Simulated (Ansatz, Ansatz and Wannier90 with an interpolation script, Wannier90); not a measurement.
Planning a run of Wannier90 4.0.3 on CdSe (Cadmoselite). The input:

```
num_iter = 1200
conv_tol = 1.0e-8
conv_window = 5
dis_num_iter = 4000
dis_conv_tol = 1.0e-8
dis_mix_ratio = 0.7
write_hr = true
use_ws_distance = false
num_print_cycles = 50
! ansatz wannier90 interface
! projections by site (counted from 0) and shell: 0 5S, 1 5S, 0 4D, 1 4D, 2 4P, 3 4P
! states of the run's bands (counted from 1): 1-44
num_bands = 44
num_wann  = 18
dis_win_min = -1.17
dis_win_max = 14.52
dis_froz_min = -1.17
dis_froz_max = 9.78
guiding_centres = true

begin unit_cell_cart
Ang
        4.300000002151735                      0.0                      0.0
      -2.1500000010758673        3.723909238136543                      0.0
                      0.0                      0.0                     7.02
end unit_cell_cart

begin atoms_frac
Cd        0.3333333333333333       0.6666666666666666                      0.0
Cd        0.6666666666666666       0.3333333333333333                      0.5
Se        0.3333333333333333       0.6666666666666666                    0.385
Se        0.6666666666666666       0.3333333333333333                    0.885
end atoms_frac

mp_grid = 12 12 8

[... the mesh's points ...]
```

The database entry behind the starting cell differs from later determinations by our own check (inner coordinate of an old entry), so it need not match the best structure at ambient conditions.

```sh
OMP_NUM_THREADS=1 mpirun -n 8 wannier90.x w > wannier90.x.log
```

**Question.** How long will it take on 8 MPI ranks of Arm Neoverse V2, shared host, and how much memory?

It took 54 s; on shared hardware allow 27 s to 1.8 min.

[Paths, hosts, dates, memory and timing lines, banners, echoed tables and standing remarks are left out of the program output.]

[Logs are printed without paths, hosts, clocks, repeated set-up lines and the standing remarks that a program may print on its own settings, such as how far it seeks lower states.]

[Runs of the session that timed out or met a known fault of the program may be left out.]

[Hosts, paths, dates, database ids (printed as entryN), source tags and the programs' standing remarks are cut or masked in the printed files.]
